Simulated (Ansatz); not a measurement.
# Decaying states in the gap of K3BrF2, part 2 of 3

Aim: relax a made-up compound, K3BrF2, and see how good a tunnel barrier it would be. It is built by putting F for Cl in the K3BrCl2 structure of space group P-3m1, with the volume rescaled by atomic radii. The parent structure comes from the Materials Project.

Ansatz 0.2.0; LDA DFT, plane waves, PAW files (the session's first sound run).

So far. Step 2 (Relaxing the new crystal): The largest force component on a free atom ends at 0.0035 eV/Å.

The structure was built from a prototype and need not be the compound's stable phase.

### Step 3. Band edges

The energy window and the wavevectors of the next steps follow from the band edges, so these are searched first, off the mesh as well.

The input, input.yaml:

```yaml
crystal:
  lattice:
    - [3.9035970338, 0.0, 0.0]
    - [-1.9517985169, 3.3806141974, 0.0]
    - [0.0, 0.0, 9.715044569]
  atoms:
    - { symbol: K, position: [0.0, 0.0, 0.5] }
    - { symbol: K, position: [0.3333333333, 0.6666666667, 0.2167222663] }
    - { symbol: K, position: [0.6666666667, 0.3333333333, 0.7832777337] }
    - { symbol: Br, position: [0.0, 0.0, 0.0] }
    - { symbol: F, position: [0.3333333333, 0.6666666667, 0.6411650379] }
    - { symbol: F, position: [0.6666666667, 0.3333333333, 0.3588349621] }
kpoints:
  mp_grid: { grid: [6, 6, 2] }
  band_path: { path: [VBM, CBM], npoints: 30 }
scf:
  occupations: { method: fixed }
hamiltonian:
  xc: lda
output:
  eigenvalues: true
  write_potential: true
  write_density: true
  volumetric_format: npy
  elf: true
```

Launch:

```
$ ansatz run input.yaml --threads 2 --pin off --max-ram 4096MiB --backend cpu --events-out ev --progress --plain --runs-dir out
```

Numbers of over 12 decimals in the logs are rounded to 6 here.

What it wrote:

```text
[...]
Crystal: 6 atoms, lattice volume = 128.205 Å³
Basis set: ecut = 420 eV, 2529 PW (Γ)
Bands: 30, of which v1, the nominal top of the filled ones, is band 24 counted from 1 (23 counted from 0)
Symmetry: 12 space group operations
[...]
k-points: 14 of 72
[...]
SCF iter   1: F=—  HF=-8778.904997 eV  |F-HF|=—  |Δ(HF+E_count)|=         —  Δρ=1.33e-2  dr2=1.69e-1  ethr=1.77e-3  ⟨swp⟩=4.9  Hψ=1712  notcnv=0  defer=49
[...]
SCF iter   7: F=-8778.857985 eV  HF=-8778.857985 eV  |F-HF|=1.46e-9  |Δ(HF+E_count)|=   3.23e-8  Δρ=2.30e-6  dr2=5.29e-9  ethr=1.91e-10  ⟨swp⟩=1.0  Hψ=1121  notcnv=0
SCF 1 converged in 7 iterations: F = -8778.857985 eV  dr2 = 5.29e-9
[...]
NSCF: frozen V_eff on 34 k-points
[...]
SCF converged after 7 iterations
Free energy (F): -8778.857985 eV
[...]
Internal energy: -8778.857985 eV  (E = F + TS)
E sigma→0 (E₀):  -8778.857985 eV
Fermi energy:    3.668980 eV
[...]
--- Band table (eV; the first three rows and the last of 14) ---
  k-point 0: bands = [... 20 lower, 1.0046, 2.1790, 3.6690, 3.6690, 7.3182, 9.6960, 9.8753, 10.1602, ... 2 higher]
  k-point 1: bands = [... 20 lower, 1.0087, 2.0769, 3.6678, 3.6678, 8.1135, 8.2761, 10.0350, 10.3663, ... 2 higher]
  k-point 2: bands = [... 20 lower, 1.0273, 2.2332, 3.0290, 3.5432, 7.9455, 9.8341, 10.0112, 10.5546, ... 2 higher]
  k-point 13: bands = [... 20 lower, 0.9985, 2.2033, 2.2033, 2.4843, 10.0750, 10.2320, 10.4687, 10.4687, ... 2 higher]
```

The job ended after 10 s (2 threads of Intel Xeon Platinum 8259CL at 2.50GHz (Skylake/Cascade Lake), shared host; peak memory 0.42 GiB).

Reading the cycles: dr2 is the Hartree energy of the density residual (eV), the measure of convergence; HF is the Harris–Foulkes estimate of the energy, which meets the free energy F at convergence.

This step gave:

| Property | Result |
| --- | --- |
| Fermi energy | 3.669 eV |
| gap on the k-mesh | 3.649 eV |
| gap on path | 3.649 eV, by band count; negative where bands overlap |
| direct gap on path | 3.649 eV |
| edge places on path | 0, 0 1/A along the path |

Levels at VBM (eV): -3.18, -2.95, -2.95, -2.81, -2.66, -2.66, -1.49, 0.00, 0.00, 3.65, 6.03, 6.21, 6.49, 7.62, 7.62.

Electrostatic potential energy in the ac plane at fractional y = 0.000, with atoms of K and Br within 0.2 Å of it. With pseudopotentials it is smooth inside the atoms' cores, unlike the true potential.

Ten even steps from '0' (-50 eV) to '9' (9 eV), each cell a mean:
```
00279999999600
24799999999863
89999999999999
99999999999999
99999998999999
99999999999999
99999999999999
99999999999999
99999999999999
77899999999987
23589999999753
01378999998620
11479999998631
45789999999865
88999999999998
99999999999999
99999999999999
99999999999999
99999998999999
99999999999999
99999999999999
67899999999987
00489999999730
00069999998500
```
Columns run along a (3.9 Å; values clipped at the 3rd and 97th percentile), rows up along c (9.7 Å). Atoms in or near the plane, at fractional coordinates: K at (0.00, 0.50), Br at (0.00, 0.00).

ELF in the ac plane at fractional y = 0.000, with atoms of K and Br within 0.2 Å of it. It is the smooth field of the valence electrons, not physical close to the nuclei.

Ten even steps from '_' (0.00) to '@' (0.87), each cell a mean:
```
..--%%@@@@++..__::##@@@@##::
%%@@@@@@##--____..==%%@@@@@@
@@@@%%**::________..--##%%@@
##**--..____..::..____..==**
::..______::====--..______..
__________..::--::..________
____________________________
____________......__________
::::______::----::..____..::
%%%%++..__..::--::____::**%%
@@@@@@**..__________--##@@@@
##%%@@%%==________..++@@@@%%
%%@@@@%%--__________==@@@@@@
@@@@%%==____..::..__..++%%@@
**++::____..----::..__..--++
__________..::::::..________
____________________________
____________......__________
__________::--==--..________
==--..____..----::..____::--
%%%%**--..__________..==##%%
@@@@@@%%++..______::**%%@@@@
==##@@@@%%==..__..**@@@@@@**
__..##@@@@**..__::##@@@@++__
```
Columns run along a (3.9 Å), rows up along c (9.7 Å). Atoms in or near the plane, at fractional coordinates: K at (0.00, 0.50), Br at (0.00, 0.00).

Valence density in the ac plane at fractional y = 0.000, with atoms of K and Br within 0.2 Å of it. It is the smooth field of the valence electrons, not physical close to the nuclei.

Values in e/Å³, 24 rows by 14 columns, each cell a mean:
```
0.6 0.9 1.1 0.7 0.3 0.1 0.1 0.0 0.1 0.2 0.4 0.9 1.1 0.8
1.1 1.0 0.7 0.4 0.2 0.1 0.1 0.0 0.1 0.1 0.3 0.5 0.8 1.0
0.4 0.4 0.3 0.2 0.1 0.1 0.1 0.0 0.1 0.1 0.1 0.2 0.3 0.4
0.1 0.1 0.1 0.1 0.1 0.1 0.1 0.1 0.1 0.1 0.1 0.1 0.1 0.1
0.0 0.0 0.0 0.0 0.1 0.1 0.2 0.2 0.2 0.1 0.1 0.0 0.0 0.0
0.0 0.0 0.0 0.0 0.1 0.1 0.2 0.2 0.2 0.1 0.1 0.0 0.0 0.0
0.0 0.0 0.0 0.0 0.1 0.1 0.1 0.1 0.1 0.1 0.0 0.0 0.0 0.0
0.0 0.0 0.0 0.0 0.1 0.1 0.1 0.1 0.1 0.1 0.0 0.0 0.0 0.0
0.1 0.1 0.1 0.1 0.1 0.1 0.1 0.1 0.1 0.1 0.1 0.1 0.1 0.1
0.8 0.6 0.3 0.1 0.1 0.1 0.1 0.1 0.1 0.1 0.1 0.2 0.4 0.7
3.0 2.4 1.3 0.4 0.1 0.1 0.0 0.0 0.0 0.1 0.2 0.6 1.6 2.6
4.2 3.9 2.3 0.8 0.2 0.1 0.0 0.0 0.0 0.1 0.3 1.1 2.9 4.0
3.9 3.4 1.9 0.7 0.2 0.1 0.0 0.0 0.0 0.1 0.3 0.9 2.4 3.6
1.8 1.4 0.7 0.3 0.1 0.1 0.1 0.1 0.1 0.1 0.1 0.4 0.9 1.5
0.3 0.2 0.1 0.1 0.1 0.1 0.1 0.1 0.1 0.1 0.1 0.1 0.2 0.3
0.0 0.0 0.0 0.0 0.1 0.1 0.1 0.1 0.1 0.1 0.0 0.0 0.0 0.0
0.0 0.0 0.0 0.0 0.1 0.1 0.1 0.1 0.1 0.1 0.0 0.0 0.0 0.0
0.0 0.0 0.0 0.0 0.1 0.1 0.2 0.2 0.1 0.1 0.0 0.0 0.0 0.0
0.0 0.0 0.0 0.0 0.1 0.1 0.2 0.2 0.2 0.1 0.1 0.0 0.0 0.0
0.1 0.1 0.1 0.1 0.1 0.1 0.1 0.2 0.1 0.1 0.1 0.1 0.1 0.1
0.2 0.2 0.2 0.1 0.1 0.1 0.1 0.1 0.1 0.1 0.1 0.1 0.2 0.2
0.8 0.7 0.5 0.3 0.1 0.1 0.0 0.0 0.1 0.1 0.2 0.3 0.5 0.7
1.0 1.1 1.0 0.6 0.3 0.1 0.1 0.0 0.1 0.2 0.3 0.7 1.1 1.1
0.2 0.7 1.1 0.8 0.4 0.1 0.1 0.1 0.1 0.2 0.5 1.0 1.1 0.5
```
Columns run along a (3.9 Å), rows up along c (9.7 Å). Atoms in or near the plane, at fractional coordinates: K at (0.00, 0.50), Br at (0.00, 0.00).

The searched edges give 3.65 eV, as on the mesh.

### Step 4. Complex bands

This step: LDA DFT, plane waves, PAW files; complex bands by layer matching along the plane's normal (Ansatz 0.2.0).

The same crystal is laid in a cell whose first two vectors span the (001) plane (indices of the standard conventional cell, whose axes can be ordered otherwise than in the bulk input). At fixed energy and wavevector in the plane the solver finds all kz, real and complex. A few wavevectors are listed, (0, 0) and (0.5, 0) in units of the plane's reciprocal vectors; the slowest state needn't be among them.

The input, input.yaml:

```yaml
crystal:
  lattice:
    - [3.903597034, 0.0, 0.0]
    - [1.951798517, 3.380614197, 0.0]
    - [0.0, 0.0, 9.715044569]
  atoms:
    - { symbol: K, position: [0.0, 0.0, 0.5] }
    - { symbol: K, position: [0.6666666667, 0.6666666667, 0.2167222663] }
    - { symbol: K, position: [0.3333333333, 0.3333333333, 0.7832777337] }
    - { symbol: Br, position: [0.0, 0.0, 0.0] }
    - { symbol: F, position: [0.6666666667, 0.6666666667, 0.6411650379] }
    - { symbol: F, position: [0.3333333333, 0.3333333333, 0.3588349621] }
kpoints:
  mp_grid: { grid: [8, 8, 4] }
scf:
  occupations: { method: fixed }
hamiltonian:
  xc: lda
output:
  eigenvalues: true
  transmission:
    leads: [[0, 0]]
    kpoints: [[0.0, 0.0], [0.5, 0.0]]
    e_range: [-1.0, 4.65]
    de: 0.11
```

What it wrote:

```text
[...]
Crystal: 6 atoms, lattice volume = 128.205 Å³
Basis set: ecut = 420 eV, 2529 PW (Γ)
Bands: 30, of which v1, the nominal top of the filled ones, is band 24 counted from 1 (23 counted from 0)
Symmetry: 12 space group operations
[...]
k-points: 35 of 256
[...]
SCF iter   1: F=—  HF=-8778.905741 eV  |F-HF|=—  |Δ(HF+E_count)|=         —  Δρ=1.33e-2  dr2=1.69e-1  ethr=1.77e-3  ⟨swp⟩=5.0  Hψ=4188  notcnv=0  defer=127
[...]
SCF iter   7: F=-8778.858069 eV  HF=-8778.858069 eV  |F-HF|=1.43e-9  |Δ(HF+E_count)|=   2.45e-8  Δρ=2.60e-6  dr2=6.68e-9  ethr=2.08e-10  ⟨swp⟩=10.4  Hψ=4582  notcnv=0
SCF 1 converged in 7 iterations: F = -8778.858069 eV  dr2 = 6.68e-9
[...]
transmission: 17 of 34 steps passed
transmission: 34 of 34 steps passed
SCF converged after 7 iterations
Free energy (F): -8778.858069 eV
[...]
Internal energy: -8778.858069 eV  (E = F + TS)
E sigma→0 (E₀):  -8778.858069 eV
Fermi energy:    3.668762 eV
[...]
--- Band table (eV; the first three rows and the last of 35) ---
  k-point 0: bands = [... 20 lower, 1.0046, 2.1789, 3.6688, 3.6688, 7.3182, 9.6960, 9.8753, 10.1601, ... 2 higher]
  k-point 1: bands = [... 20 lower, 1.0067, 2.1291, 3.6681, 3.6681, 7.5555, 9.0418, 9.9629, 10.3684, ... 2 higher]
  k-point 2: bands = [... 20 lower, 1.0087, 2.0767, 3.6675, 3.6675, 8.1135, 8.2761, 10.0349, 10.3663, ... 2 higher]
  k-point 34: bands = [... 20 lower, 1.0094, 1.9985, 2.4798, 2.4809, 9.9776, 10.0616, 10.3990, 10.5128, ... 2 higher]
--- Transmission ---
  basis      : 121 plane waves across, 17 finite elements along
  points     : 2, as listed
  energies   : 52 from -1.000000 to 4.610000 eV about the Fermi level, 0.110000 eV apart; the leads are filled to 1.824704 eV, and channels, transmission and decay are at 1.860000 eV
  crystal 0  : Br1K3F2, at the sites [0, 0], period 9.7150 Å: whole cells are its period
    offset         : up to 0.0000 Å between an atom of the period and one for which it stands
    channels       : 0.000000e0 a spin
    conductance    : none, the energies end too early or step too widely for 300 K: set another output.transmission.e_range or a lower de, or, where they end at an eighth of basis.ecutwfc, a higher one
    slowest decay  : 0.3793 /Å at (0.0000, 0.0000)
```

It took 20 s on 2 threads; peak memory 0.48 GiB.

Numbers from this step:

```yaml
free_energy: -8778.8581 eV
level_to_which_the_leads_are_filled: 1.825 eV from the Fermi level
decay_constant_at_the_filling_level_zone_centre: 0.3793 Å⁻¹
decay_constant_at_the_filling_level_slowest_listed_point: 0.3793 Å⁻¹
```

K parallel (0, 0); values up to 1.5 1/Å, a degenerate pair printed once or twice; energies at which all values exceed this have no row. Table of Im kz of the slowest decaying states by energy, zero at the highest filled level on the SCF mesh:

```tsv
energy (eV)	decay 1 (Å⁻¹)	decay 2 (Å⁻¹)	decay 3 (Å⁻¹)	decay 4 (Å⁻¹)
-1.0000	0.330	0.789	1.11	1.30
-0.7800	0.366	0.777	1.10	1.29
-0.4500	0.399	0.736	1.09	1.27
-0.2300	0.413	0.675	1.08	1.25
-0.0100	0.351	0.422	1.07	1.24
0.2100	0.427	0.678	1.06	1.22
0.5400	0.429	0.780	1.04	1.20
0.7600	0.427	0.817	1.03	1.18
0.9800	0.422	0.844	1.02	1.17
1.2000	0.415	0.865	1.01	1.15
1.5300	0.400	0.889	0.988	1.13
1.7500	0.387	0.901	0.976	1.11
1.9700	0.371	0.911	0.962	1.09
2.3000	0.342	0.923	0.941	1.06
2.5200	0.319	0.926	0.928	1.04
2.7400	0.291	0.911	0.932	1.02
2.9600	0.258	0.895	0.935	1.00
3.2900	0.191	0.870	0.938	0.971
3.5100	0.120	0.853	0.938	0.949
3.7300	0.834	0.926	0.938	-
3.9500	0.815	0.902	0.936	-
4.2800	0.783	0.865	0.932	-
4.5000	0.0161	0.761	0.839	0.929
```

K parallel (0.5, 0); values up to 1.5 1/Å, a degenerate pair printed once or twice; energies at which all values exceed this have no row. Im kz of the slowest decaying states against energy, zero at the highest filled level on the SCF mesh:

```tsv
energy (eV)	decay 1 (Å⁻¹)	decay 2 (Å⁻¹)	decay 3 (Å⁻¹)	decay 4 (Å⁻¹)
-1.0000	0.536	0.903	0.967	1.09
-0.7800	0.613	0.871	0.989	0.998
-0.4500	0.511	0.675	0.942	0.994
-0.2300	0.701	0.868	0.919	0.991
-0.0100	0.717	0.902	0.943	0.984
0.2100	0.727	0.889	0.975	0.986
0.5400	0.731	0.873	0.958	1.02
0.7600	0.729	0.865	0.945	1.04
0.9800	0.724	0.857	0.932	1.05
1.2000	0.715	0.849	0.917	1.05
1.5300	0.699	0.838	0.893	1.06
1.7500	0.686	0.831	0.877	1.06
1.9700	0.671	0.823	0.860	1.05
2.3000	0.645	0.810	0.833	1.04
2.5200	0.626	0.801	0.814	1.04
2.7400	0.604	0.792	0.794	1.03
2.9600	0.581	0.774	0.782	1.02
3.2900	0.543	0.742	0.765	1.01
3.5100	0.514	0.719	0.753	0.995
3.7300	0.483	0.695	0.740	0.983
3.9500	0.448	0.670	0.726	0.970
4.2800	0.386	0.629	0.703	0.948
4.5000	0.335	0.600	0.687	0.933
```

At +1.86 eV, the grid energy nearest the filling level (the middle of the gap on the SCF mesh), the slowest state at the listed wavevectors decays with κ = 0.379 Å⁻¹, its amplitude falling by e over 2.6 Å. Through 1 nm of this crystal that state's transmission falls by exp(−2 × 0.379 Å⁻¹ × 10 Å) = 5.1e-4.

### Step 5. Decay over the two-dimensional zone

The listed points could miss the slowest state, so one energy near mid-gap is solved on a mesh of 12×12.

input.yaml: that of step 4 with these lines changed.

```diff
@@ -20,6 +20,2 @@
   eigenvalues: true
-  transmission:
-    leads: [[0, 0]]
-    kpoints: [[0.0, 0.0], [0.5, 0.0]]
-    e_range: [-1.0, 4.65]
-    de: 0.11
+  transmission: { leads: [[0, 0]], kmesh: [12, 12], e_range: [1.82, 1.83], de: 0.05 }
```

What it wrote:

```text
[...]
Crystal: 6 atoms, lattice volume = 128.205 Å³
Basis set: ecut = 420 eV, 2529 PW (Γ)
Bands: 30, of which v1, the nominal top of the filled ones, is band 24 counted from 1 (23 counted from 0)
Symmetry: 12 space group operations
[...]
k-points: 35 of 256
[...]
SCF iter   1: F=—  HF=-8778.905741 eV  |F-HF|=—  |Δ(HF+E_count)|=         —  Δρ=1.33e-2  dr2=1.69e-1  ethr=1.77e-3  ⟨swp⟩=5.0  Hψ=4188  notcnv=0  defer=127
[...]
SCF iter   7: F=-8778.858069 eV  HF=-8778.858069 eV  |F-HF|=1.43e-9  |Δ(HF+E_count)|=   2.45e-8  Δρ=2.60e-6  dr2=6.68e-9  ethr=2.08e-10  ⟨swp⟩=10.4  Hψ=4582  notcnv=0
SCF 1 converged in 7 iterations: F = -8778.858069 eV  dr2 = 6.68e-9
[...]
transmission: 39 of 247 steps passed
transmission: 78 of 247 steps passed
[...]
transmission: 247 of 247 steps passed
SCF converged after 7 iterations
Free energy (F): -8778.858069 eV
[...]
Internal energy: -8778.858069 eV  (E = F + TS)
E sigma→0 (E₀):  -8778.858069 eV
Fermi energy:    3.668762 eV
[...]
--- Band table (eV; the first three rows and the last of 35) ---
  k-point 0: bands = [... 20 lower, 1.0046, 2.1789, 3.6688, 3.6688, 7.3182, 9.6960, 9.8753, 10.1601, ... 2 higher]
  k-point 1: bands = [... 20 lower, 1.0067, 2.1291, 3.6681, 3.6681, 7.5555, 9.0418, 9.9629, 10.3684, ... 2 higher]
  k-point 2: bands = [... 20 lower, 1.0087, 2.0767, 3.6675, 3.6675, 8.1135, 8.2761, 10.0349, 10.3663, ... 2 higher]
  k-point 34: bands = [... 20 lower, 1.0094, 1.9985, 2.4798, 2.4809, 9.9776, 10.0616, 10.3990, 10.5128, ... 2 higher]
--- Transmission ---
  basis      : 121 plane waves across, 13 finite elements along
  points     : 19, standing for a mesh of 12 x 12
  energies   : 1 from 1.820000 to 1.820000 eV about the Fermi level; the leads are filled to 1.824704 eV, and channels, transmission and decay are at 1.820000 eV
  crystal 0  : Br1K3F2, at the sites [0, 0], period 9.7150 Å: whole cells are its period
[...]
channels       : 0.000000e0 a spin
    conductance    : none, crystal 0 has no channel at the energies, or these end too early or step too widely for 300 K: set another output.transmission.e_range or a lower de, or, where they end at an eighth of basis.ecutwfc, a higher one
    slowest decay  : 0.3821 /Å at (0.0000, 0.0000)
```

The job ended after 8.3 s (2 threads; peak memory 0.48 GiB; 16 s of CPU time).

Numbers from this step:

```yaml
least_decay_constant_on_the_mesh: 0.3821 Å⁻¹
```

Slowest decay constant (1/Å; 0 where a channel is open) over k1 and k2. At 1.8200 eV from the Fermi level.

Ten even steps from '_' (0.382) to '@' (0.771):
```
%%%%%%%%%%%%%%@@%%%%@@%%
@@%%%%%%@@@@@@%%##%%@@@@
%%%%%%%%%%%%**++++**%%%%
@@%%@@%%##++--::--++##%%
%%%%@@%%++::____::++%%@@
##%%@@**--______--**@@%%
%%@@%%++::____::++%%@@%%
@@%%##++--::--++##%%@@%%
%%%%%%**++++**%%%%%%%%%%
@@@@@@%%##%%@@@@@@%%%%%%
%%%%@@%%%%@@%%%%%%%%%%%%
##%%@@%%@@%%##%%@@%%@@%%
```
Columns: k1 (b1) from -0.5 to 0.417; rows upwards: k2 (b2) from -0.5 to 0.417.

The least value on the mesh is 0.382 Å⁻¹ at +1.82 eV. At that energy the listed points give about 0.382 Å⁻¹ by interpolation, so the mesh holds no clearly slower state.

### Step 6. Band edges at another level

This step: PBE DFT, plane waves, PAW files (Ansatz 0.2.0).

The edges again with PBE, at the same atoms.

The input, input.yaml:

```yaml
crystal:
  lattice:
    - [3.9035970338, 0.0, 0.0]
    - [-1.9517985169, 3.3806141974, 0.0]
    - [0.0, 0.0, 9.715044569]
  atoms:
    - { symbol: K, position: [0.0, 0.0, 0.5] }
    - { symbol: K, position: [0.3333333333, 0.6666666667, 0.2167222663] }
    - { symbol: K, position: [0.6666666667, 0.3333333333, 0.7832777337] }
    - { symbol: Br, position: [0.0, 0.0, 0.0] }
    - { symbol: F, position: [0.3333333333, 0.6666666667, 0.6411650379] }
    - { symbol: F, position: [0.6666666667, 0.3333333333, 0.3588349621] }
kpoints:
  mp_grid: { grid: [6, 6, 2] }
  band_path: { path: [VBM, CBM], npoints: 30 }
scf:
  occupations: { method: fixed }
hamiltonian:
  xc: pbe
output:
  eigenvalues: true
```

What it wrote:

```text
[...]
Crystal: 6 atoms, lattice volume = 128.205 Å³
Basis set: ecut = 420 eV, 2529 PW (Γ)
Bands: 30, of which v1, the nominal top of the filled ones, is band 24 counted from 1 (23 counted from 0)
Symmetry: 12 space group operations
[...]
k-points: 14 of 72
[...]
SCF iter   1: F=—  HF=-9021.487302 eV  |F-HF|=—  |Δ(HF+E_count)|=         —  Δρ=8.06e-4  dr2=2.83e-3  ethr=1.77e-3  ⟨swp⟩=5.1  Hψ=1678  notcnv=0  defer=45
[...]
SCF iter   6: F=-9021.485030 eV  HF=-9021.485029 eV  |F-HF|=4.04e-8  |Δ(HF+E_count)|=   1.59e-6  Δρ=5.01e-6  dr2=3.07e-8  ethr=2.08e-10  ⟨swp⟩=9.6  Hψ=2183  notcnv=0
SCF 1 converged in 6 iterations: F = -9021.485030 eV  dr2 = 3.07e-8
[...]
SCF converged after 6 iterations
Free energy (F): -9021.485030 eV
[...]
Internal energy: -9021.485030 eV  (E = F + TS)
E sigma→0 (E₀):  -9021.485030 eV
Fermi energy:    3.981779 eV
[...]
--- Band table (eV; the first three rows and the last of 14) ---
  k-point 0: bands = [... 20 lower, 1.4523, 2.5343, 3.9818, 3.9818, 8.1068, 10.3647, 10.6063, 10.8358, ... 2 higher]
  k-point 1: bands = [... 20 lower, 1.4563, 2.4418, 3.9806, 3.9806, 8.8920, 9.0233, 10.6357, 11.0495, ... 2 higher]
  k-point 2: bands = [... 20 lower, 1.4755, 2.5821, 3.3686, 3.8590, 8.7165, 10.5171, 10.7356, 11.2226, ... 2 higher]
  k-point 13: bands = [... 20 lower, 1.4425, 2.5572, 2.5572, 2.8114, 10.7849, 10.9177, 11.1633, 11.1633, ... 2 higher]
```

Wall time 10 s (2 threads); peak memory 0.43 GiB; 16 s of CPU time.

Numbers from this step:

- free energy: -9021.4850 eV
- Fermi energy: 3.982 eV
- gap on the k-mesh: 4.125 eV
- gap on path: 4.125 eV, by band count; negative where bands overlap
- direct gap on path: 4.125 eV

Levels at VBM (eV): -3.01, -2.80, -2.80, -2.66, -2.53, -2.53, -1.45, 0.00, 0.00, 4.13, 6.38, 6.62, 6.85, 7.89, 7.89.

The searched edges give 4.13 eV, as on the mesh.

Between step 3 and this run (PBE) the value for the gap on the k-mesh moves from 3.65 eV to 4.13 eV.

(Continued in part 3 of 3.)

[Logs are printed without paths, hosts, clocks, repeated set-up lines and the standing remarks that a program may print on its own settings, such as how far it seeks lower states.]

[Hosts, paths, dates, database ids (printed as entryN), source tags and the programs' standing remarks are cut or masked in the printed files.]
